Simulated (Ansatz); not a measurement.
# La3TlC (Pm-3m): following an unstable mode, part 2 of 3

Aim: this structure of La3TlC (Pm-3m) is to be tested for unstable modes, and one is followed downhill.

Ansatz 0.2.0; DFT PBEsol, scalar-relativistic, plane waves, PAW; PAW set soft_1.

So far, highest frequency on the path or at a solved wavevector (cm⁻¹): step 2 (the dispersion) 384. Also lowest frequency on the path (cm⁻¹): step 2 -151.

## (6) Relaxing from the distorted cell

Starting from the lowest point found, all atoms and the cell are let go, so that strain and other modes of the same symmetry can join in.

input.yaml

```yaml
crystal:
  lattice:
    - [5.1631067513, 0.0, 0.0]
    - [0.0, 5.1631067513, 0.0]
    - [0.0, 0.0, 5.1631067513]
  atoms:
    - { symbol: La, position: [0.5, -0.0006370153, 0.4996116466] }
    - { symbol: La, position: [0.0, 0.4996116466, 0.4996116466] }
    - { symbol: La, position: [0.5, 0.4996116466, -0.0006370153] }
    - { symbol: Tl, position: [0.0, -0.0001659627, -0.0001659627] }
    - { symbol: C, position: [0.5, 0.5191735236, 0.5191735236] }
kpoints:
  mp_grid: { grid: [8, 8, 8] }
hamiltonian:
  xc: pbesol
  pseudopotentials: { kind: paw, azcp: { folder: soft_1 }, xc_functional: pbe }
scf:
  occupations: { method: methfessel_paxton, width: 0.2 }
output:
  forces: true
  stress: true
  eigenvalues: true
relax:
  adjacent_minimum: "off"
  f_tol: 0.002
  max_steps: 120
  cell: { stress_tol: 0.03 }
```

Launch:

```console
> ansatz run input.yaml --threads 4 --pin off --max-ram 10240MiB --backend cpu --events-out ev --progress --plain --runs-dir out
```

Numbers of over 12 decimals in the logs are rounded to 6 here.

What it wrote:

```text
[...]
Crystal: 5 atoms, lattice volume = 137.636 Å³
Basis set: ecut = 420 eV, 2721 PW (Γ), exchange–correlation on 72×72×72 points (8 copies of the dense FFT grid, shifted against one another)
Bands: 30, of which v1, the nominal top of the filled ones, is band 25 counted from 1 (24 counted from 0)
Symmetry: 4 space group operations
[...]
k-points: 105 of 512 (time reversal used)
[...]
SCF iter   1: F=—  HF=-30032.679570 eV  |F-HF|=—  |Δ(HF+E_count)|=         —  Δρ=5.18e-2  dr2=1.15e1  ethr=3.10e-3  ⟨swp⟩=4.8  Hψ=13571  notcnv=0
[...]
SCF iter   9: F=-30030.229705 eV  HF=-30030.229705 eV  |F-HF|=2.86e-8  |Δ(HF+E_count)|=   9.40e-9  S|Δr|=    0.00e0  Δρ=3.55e-6  dr2=4.19e-8  ethr=2.00e-10  ⟨swp⟩=11.0  Hψ=18849  notcnv=0
SCF 1 converged in 9 iterations: F = -30030.229705 eV  dr2 = 4.19e-8
[...]
relax step   1: F+E_penalty+E_count = -30030.22970466 eV  Δ(F+E_penalty+E_count) = +0.000e0 eV  max|allowed force component| = 2.680e-2 eV/Å  Δτ_max = 0.0000 Å  P = +0.031 GPa  Ω = 137.636 Å³  (9 SCF iters, dr2 threshold 1.00e-7 eV, accepted)
Crystal: 5 atoms, lattice volume = 137.729 Å³
Basis set: ecut = 420 eV, 2705 PW (Γ), exchange–correlation on 72×72×72 points (8 copies of the dense FFT grid, shifted against one another)
[...]
SCF iter   6: F=-30030.228297 eV  HF=-30030.228297 eV  |F-HF|=1.76e-8  |Δ(HF+E_count)|=   1.59e-7  S|Δr|=    0.00e0  Δρ=6.45e-6  dr2=7.29e-8  ethr=6.66e-10  ⟨swp⟩=10.3  Hψ=20040  notcnv=0
SCF 2 converged in 6 iterations: F = -30030.228297 eV  dr2 = 7.29e-8
[...]
relax step   2: F+E_penalty+E_count = -30030.22829744 eV  Δ(F+E_penalty+E_count) = +1.407e-3 eV  max|allowed force component| = 1.639e-1 eV/Å  Δτ_max = 0.0255 Å  P = -0.151 GPa  Ω = 137.729 Å³  energy of the carried Pulay correction = -1.642e-5 eV  (6 SCF iters, dr2 threshold 3.33e-7 eV, rejected (line search))
Crystal: 5 atoms, lattice volume = 137.692 Å³
[...]
SCF iter   9: F=-30030.231248 eV  HF=-30030.231248 eV  |F-HF|=3.64e-12  |Δ(HF+E_count)|=  7.28e-12  S|Δr|=    0.00e0  Δρ=5.51e-8  dr2=4.69e-12  ethr=1.00e-12  ⟨swp⟩=9.3  Hψ=20364  notcnv=0
SCF 3 converged in 9 iterations: F = -30030.231248 eV  dr2 = 4.69e-12
relax step   3: F+E_penalty+E_count = -30030.23124815 eV  Δ(F+E_penalty+E_count) = -1.543e-3 eV  max|allowed force component| = 2.438e-2 eV/Å  Δτ_max = 0.0074 Å  P = -0.012 GPa  Ω = 137.692 Å³  energy of the carried Pulay correction = -9.834e-6 eV  (9 SCF iters, accepted)
[... from here on, the SCF cycles and remarks between the steps are left out ...]
relax step   4: F+E_penalty+E_count = -30030.23196690 eV  Δ(F+E_penalty+E_count) = -7.188e-4 eV  max|allowed force component| = 1.894e-2 eV/Å  Δτ_max = 0.0135 Å  P = +0.015 GPa  Ω = 137.614 Å³  energy of the carried Pulay correction = +3.975e-6 eV  (6 SCF iters, dr2 threshold 4.46e-8 eV, accepted)
relax step   5: F+E_penalty+E_count = -30030.23218402 eV  Δ(F+E_penalty+E_count) = -2.171e-4 eV  max|allowed force component| = 6.017e-3 eV/Å  Δτ_max = 0.0156 Å  P = -0.029 GPa  Ω = 137.705 Å³  energy of the carried Pulay correction = -1.228e-5 eV  (6 SCF iters, dr2 threshold 2.24e-8 eV, accepted)
relax step   6: F+E_penalty+E_count = -30030.23224320 eV  Δ(F+E_penalty+E_count) = -5.918e-5 eV  max|allowed force component| = 1.966e-3 eV/Å  Δτ_max = 0.0040 Å  P = -0.001 GPa  Ω = 137.653 Å³  energy of the carried Pulay correction = -3.020e-6 eV  (6 SCF iters, dr2 threshold 1.18e-8 eV, accepted)
relax step   7: F+E_penalty+E_count = -30030.23225344 eV  Δ(F+E_penalty+E_count) = -1.024e-5 eV  max|allowed force component| = 2.438e-3 eV/Å  Δτ_max = 0.0016 Å  P = +0.003 GPa  Ω = 137.646 Å³  energy of the carried Pulay correction = -1.761e-6 eV  (7 SCF iters, accepted)
relax step   8: F+E_penalty+E_count = -30030.23227173 eV  Δ(F+E_penalty+E_count) = -1.828e-5 eV  max|allowed force component| = 3.650e-3 eV/Å  Δτ_max = 0.0021 Å  P = +0.001 GPa  Ω = 137.655 Å³  energy of the carried Pulay correction = -3.260e-6 eV  (6 SCF iters, dr2 threshold 3.72e-10 eV, accepted)
relax step   9: F+E_penalty+E_count = -30030.23240245 eV  Δ(F+E_penalty+E_count) = -1.307e-4 eV  max|allowed force component| = 8.875e-3 eV/Å  Δτ_max = 0.0059 Å  P = +0.008 GPa  Ω = 137.645 Å³  energy of the carried Pulay correction = -1.570e-6 eV  (7 SCF iters, dr2 threshold 8.33e-10 eV, accepted)
relax step  10: F+E_penalty+E_count = -30030.23292247 eV  Δ(F+E_penalty+E_count) = -5.200e-4 eV  max|allowed force component| = 1.866e-2 eV/Å  Δτ_max = 0.0116 Å  P = -0.005 GPa  Ω = 137.677 Å³  energy of the carried Pulay correction = -7.187e-6 eV  (6 SCF iters, dr2 threshold 4.92e-9 eV, accepted)
relax step  11: F+E_penalty+E_count = -30030.23497643 eV  Δ(F+E_penalty+E_count) = -2.054e-3 eV  max|allowed force component| = 3.437e-2 eV/Å  Δτ_max = 0.0231 Å  P = -0.025 GPa  Ω = 137.692 Å³  energy of the carried Pulay correction = -9.913e-6 eV  (6 SCF iters, dr2 threshold 2.18e-8 eV, accepted)
relax step  12: F+E_penalty+E_count = -30030.24228188 eV  Δ(F+E_penalty+E_count) = -7.305e-3 eV  max|allowed force component| = 4.867e-2 eV/Å  Δτ_max = 0.0484 Å  P = -0.080 GPa  Ω = 137.633 Å³  energy of the carried Pulay correction = +6.481e-7 eV  (6 SCF iters, dr2 threshold 9.33e-8 eV, accepted)
relax step  13: F+E_penalty+E_count = -30030.23124438 eV  Δ(F+E_penalty+E_count) = +1.104e-2 eV  max|allowed force component| = 1.787e-1 eV/Å  Δτ_max = 0.1670 Å  P = -0.428 GPa  Ω = 137.148 Å³  energy of the carried Pulay correction = +8.688e-5 eV  (7 SCF iters, dr2 threshold 3.00e-7 eV, rejected (line search))
relax step  14: F+E_penalty+E_count = -30030.24846897 eV  Δ(F+E_penalty+E_count) = -6.187e-3 eV  max|allowed force component| = 1.049e-1 eV/Å  Δτ_max = 0.0457 Å  P = +0.150 GPa  Ω = 136.912 Å³  energy of the carried Pulay correction = +1.292e-4 eV  (10 SCF iters, accepted)
relax step  15: F+E_penalty+E_count = -30030.23987976 eV  Δ(F+E_penalty+E_count) = +8.589e-3 eV  max|allowed force component| = 2.229e-1 eV/Å  Δτ_max = 0.0987 Å  P = -0.071 GPa  Ω = 136.316 Å³  energy of the carried Pulay correction = +2.358e-4 eV  (7 SCF iters, dr2 threshold 5.00e-7 eV, rejected (line search))
relax step  16: F+E_penalty+E_count = -30030.25190517 eV  Δ(F+E_penalty+E_count) = -3.436e-3 eV  max|allowed force component| = 1.379e-2 eV/Å  Δτ_max = 0.0486 Å  P = -0.057 GPa  Ω = 136.877 Å³  energy of the carried Pulay correction = +1.354e-4 eV  (10 SCF iters, accepted)
relax step  17: F+E_penalty+E_count = -30030.25212904 eV  Δ(F+E_penalty+E_count) = -2.239e-4 eV  max|allowed force component| = 4.334e-3 eV/Å  Δτ_max = 0.0090 Å  P = -0.004 GPa  Ω = 136.859 Å³  energy of the carried Pulay correction = +1.386e-4 eV  (6 SCF iters, dr2 threshold 3.51e-8 eV, accepted)
relax step  18: F+E_penalty+E_count = -30030.25217900 eV  Δ(F+E_penalty+E_count) = -4.996e-5 eV  max|allowed force component| = 4.933e-3 eV/Å  Δτ_max = 0.0025 Å  P = +0.003 GPa  Ω = 136.823 Å³  energy of the carried Pulay correction = +1.450e-4 eV  (5 SCF iters, dr2 threshold 9.01e-9 eV, accepted)
relax step  19: F+E_penalty+E_count = -30030.25218211 eV  Δ(F+E_penalty+E_count) = -3.109e-6 eV  max|allowed force component| = 3.045e-3 eV/Å  Δτ_max = 0.0010 Å  P = -0.008 GPa  Ω = 136.848 Å³  energy of the carried Pulay correction = +1.406e-4 eV  (5 SCF iters, dr2 threshold 1.52e-9 eV, accepted)
relax step  20: F+E_penalty+E_count = -30030.25219353 eV  Δ(F+E_penalty+E_count) = -1.142e-5 eV  max|allowed force component| = 1.470e-3 eV/Å  Δτ_max = 0.0019 Å  P = -0.001 GPa  Ω = 136.829 Å³  energy of the carried Pulay correction = +1.440e-4 eV  (6 SCF iters, dr2 threshold 5.80e-10 eV, accepted)
[...]
SCF iter   5: F=-30030.252196 eV  HF=-30030.252196 eV  |F-HF|=0.00e0  |Δ(HF+E_count)|=  2.18e-11  S|Δr|=    0.00e0  Δρ=9.58e-8  dr2=1.47e-11  ethr=1.00e-12  ⟨swp⟩=5.7  Hψ=18633  notcnv=0
SCF 21 converged in 5 iterations: F = -30030.252196 eV  dr2 = 1.47e-11
relax step  21: F+E_penalty+E_count = -30030.25219597 eV  Δ(F+E_penalty+E_count) = -2.442e-6 eV  max|allowed force component| = 1.491e-3 eV/Å  Δτ_max = 0.0000 Å  P = -0.001 GPa  Ω = 136.829 Å³  stress off target by 9.43e-3 GPa  SCF on the basis re-selected at this cell (its energy is not comparable with the rows above)  (5 SCF iters)
basis re-selected at this cell: Δ(F+E_penalty+E_count) = -2.442e-6 eV, ΔP = +0.000 GPa vs the last step (what re-selecting the basis moved, of the pressure what is left beyond the Pulay correction that the steps carried, after the strain that the cell walked since its last selection, with what the two solves' SCF thresholds leave and, on support functions, any second-order correction that the steps lacked; it is no m [...]
SCF converged after 5 iterations
[...]
Free energy (F): -30030.252196 eV
[...]
Internal energy: -30030.256371 eV  (E = F + TS)
E sigma→0 (E₀):  -30030.253240 eV
Entropy (-TS):   0.004175 eV (0.835 meV/atom)
Fermi energy:    11.311034 eV
[...]
--- Forces (eV/Å), atoms counted from 1 ---
  atom   1  La     0.00000000    -0.00149130    -0.00035549
  atom   2  La     0.00000000     0.00030613     0.00030613
  atom   3  La     0.00000000    -0.00035549    -0.00149130
  atom   4  Tl     0.00000000     0.00135447     0.00135447
  atom   5  C      0.00000000     0.00018568     0.00018568
  max |Σ_I F_I| component: 5.14e-7 eV/Å
--- Stress (GPa, compression-positive) ---
       -0.009434      -0.000000      -0.000000
       -0.000000       0.003423       0.002324
       -0.000000       0.002324       0.003423
  P = ⅓ Tr σ = -0.0009 GPa (-0.009 kbar)
--- Band table (eV; the first three rows and the last of 105) ---
  k-point 0: bands = [... 21 lower, 10.7183, 10.7611, 10.8259, 11.2907, 11.3038, 11.9983, 12.3056, 12.3405, ... 1 higher]
  k-point 1: bands = [... 21 lower, 10.6323, 10.7836, 10.8916, 11.0713, 11.3641, 11.9526, 12.1203, 12.3066, ... 1 higher]
  k-point 2: bands = [... 21 lower, 10.2846, 10.6532, 10.9956, 11.1626, 11.4531, 11.7851, 12.1771, 12.4334, ... 1 higher]
  k-point 104: bands = [... 21 lower, 8.2217, 11.6913, 11.7370, 11.7381, 12.5275, 12.6020, 12.7413, 12.8299, ... 1 higher]
--- Relaxed structure (20 steps of the walk, 17 accepted, 1 SCFs on fresh bases) ---
  F+E_penalty+E_count = -30030.25219597 eV   max|allowed force component| = 1.491e-3 eV/Å   (the final SCF, on the basis selected at the relaxed cell)
  cell:  # Å, volume = 136.8288 Å³
    - [5.033999, 0, 0]
    - [0, 5.213538, 0.00713121]
    - [0, 0.00713121, 5.213538]
  atoms:
    - { symbol: La, position: [0.500000, -0.00177104, 0.519962] }
    - { symbol: La, position: [0, 0.476250, 0.476250] }
    - { symbol: La, position: [0.500000, 0.519962, -0.00177104] }
    - { symbol: Tl, position: [0, 0.00173701, 0.00173701] }
    - { symbol: C, position: [0.500000, 0.521415, 0.521415] }
```

Wall time 5.4 min (4 threads of Arm Neoverse V1, shared host); peak memory 0.81 GiB.

Step by step:

```
step  energy less that of the first step (eV)  largest force component (eV/Å)  pressure (GPa)  volume (Å³)
   1                                   0.0000                          0.0268            0.03       137.64
   2                                   0.0014                          0.1639           -0.15       137.73
   3                                  -0.0015                          0.0244           -0.01       137.69
   4                                  -0.0023                          0.0189            0.01       137.61
   5                                  -0.0025                          0.0060           -0.03       137.71
   6                                  -0.0025                          0.0020            0.00       137.65
   7                                  -0.0025                          0.0024            0.00       137.65
   8                                  -0.0026                          0.0037            0.00       137.65
   9                                  -0.0027                          0.0089            0.01       137.65
  10                                  -0.0032                          0.0187            0.00       137.68
  11                                  -0.0053                          0.0344           -0.03       137.69
  12                                  -0.0126                          0.0487           -0.08       137.63
  13                                  -0.0015                          0.1787           -0.43       137.15
  14                                  -0.0188                          0.1049            0.15       136.91
  15                                  -0.0102                          0.2229           -0.07       136.32
  16                                  -0.0222                          0.0138           -0.06       136.88
  17                                  -0.0224                          0.0043            0.00       136.86
  18                                  -0.0225                          0.0049            0.00       136.82
  19                                  -0.0225                          0.0030           -0.01       136.85
  20                                  -0.0225                          0.0015            0.00       136.83
 21*                                  -0.0225                          0.0015            0.00       136.83
```

Relaxation steps marked * repeat the geometry before them on a plane-wave basis chosen anew for their cell, so energy and pressure can jump there. Relaxation steps 2, 13, 15 were tried and not accepted.

Forces are held to the 4 operations that the run works with; a distortion that breaks them can't arise in this run.

```
conventional cell, symmetrised  before  after  change
                         a (Å)   5.163  5.034  -2.5 %
                         b (Å)   7.302  7.363  +0.8 %
                         c (Å)   7.302  7.383  +1.1 %
              volume (Å³/atom)   27.53  27.37  -0.6 %
```

The atoms that moved most (Å, as changes of fractional coordinates times the final cell):

```
atom     dx      dy      dz  length
 La2  0.000  -0.122  -0.122   0.172
 La3  0.000   0.106  -0.006   0.106
 La1  0.000  -0.006   0.106   0.106
  C5  0.000   0.012   0.012   0.017
 Tl4  0.000   0.010   0.010   0.014
```

The relaxed structure:

```xyz
5
Lattice="5.0340 0.0000 0.0000 0.0000 5.2135 0.0071 0.0000 0.0071 5.2135" Properties=species:S:1:pos:R:3 pbc="T T T"
La    2.5170   -0.0055    2.7108
La    0.0000    2.4863    2.4863
La    2.5170    2.7108   -0.0055
Tl    0.0000    0.0091    0.0091
C     2.5170    2.7221    2.7221
```

Numbers from this step:

```
pressure        : -8.63e-4 GPa
volume per atom : 27.37 Å³
```

The distorted start has space group Amm2; the relaxation ends in Amm2.

## (7) The new phase in its own primitive cell

The relaxed structure is symmetrised, reduced to its primitive cell and relaxed tightly, as its phonons need.

input.yaml, the sections that differ from step 6:

```yaml
crystal:
  lattice:
    - [5.0339992029, 0.0, 0.0]
    - [0.0, 3.6814855992, 3.6915706545]
    - [0.0, -3.6814855992, 3.6915706545]
  atoms:
    - { symbol: La, position: [0.5, 0.9982289612, 0.5199620564] }
    - { symbol: La, position: [0.0, 0.4762504432, 0.4762504432] }
    - { symbol: La, position: [0.5, 0.5199620564, 0.9982289612] }
    - { symbol: Tl, position: [0.0, 0.0017370098, 0.0017370098] }
    - { symbol: C, position: [0.5, 0.5214153683, 0.5214153683] }
relax:
  adjacent_minimum: "off"
  f_tol: 0.001
  max_steps: 60
  cell: { stress_tol: 0.01 }
# kpoints, hamiltonian, scf, output: as in step 6
```

What it wrote:

```text
[...]
Crystal: 5 atoms, lattice volume = 136.829 Å³
Basis set: ecut = 420 eV, 2681 PW (Γ), exchange–correlation on 72×72×72 points (8 copies of the dense FFT grid, shifted against one another)
Bands: 30, of which v1, the nominal top of the filled ones, is band 25 counted from 1 (24 counted from 0)
Symmetry: 4 space group operations
[...]
k-points: 105 of 512 (time reversal used)
[...]
cell:  # Å, volume = 136.8285 Å³
    - [5.033732, 0, 0]
    - [0, 3.681469, 3.691776]
    - [0, -3.681469, 3.691776]
  atoms:
    - { symbol: La, position: [0.5, 0.998193, 0.519945] }
    - { symbol: La, position: [0, 0.476256, 0.476256] }
    - { symbol: La, position: [0.5, 0.519945, 0.998193] }
    - { symbol: Tl, position: [0, 0.00180184, 0.00180184] }
    - { symbol: C, position: [0.5, 0.521398, 0.521398] }
[key lines of the parts left out:]
SCF converged after 8 iterations
Free energy (F): -30030.252197 eV
Fermi energy:    11.310997 eV
P = ⅓ Tr σ = 0.0002 GPa (0.002 kbar)
```

Elapsed: 64 s, on 4 threads; peak memory 0.69 GiB.

Little changed from the start: no atom moved by 0.005 Å and no cell edge by 0.1 %.

This step gave:

| Property | Result |
| --- | --- |
| pressure | 2.31e-4 GPa |

The largest force component left is 0.88 meV/Å and the pressure is 0.000 GPa, within the tolerances set. The cell now holds 27.37 Å³/atom.

(Part 2 of 3 ends here.)

[Logs are printed without paths, hosts, clocks, repeated set-up lines and the standing remarks that a program may print on its own settings, such as how far it seeks lower states.]

[Hosts, paths, dates, database ids (printed as entryN), source tags and the programs' standing remarks are cut or masked in the printed files.]
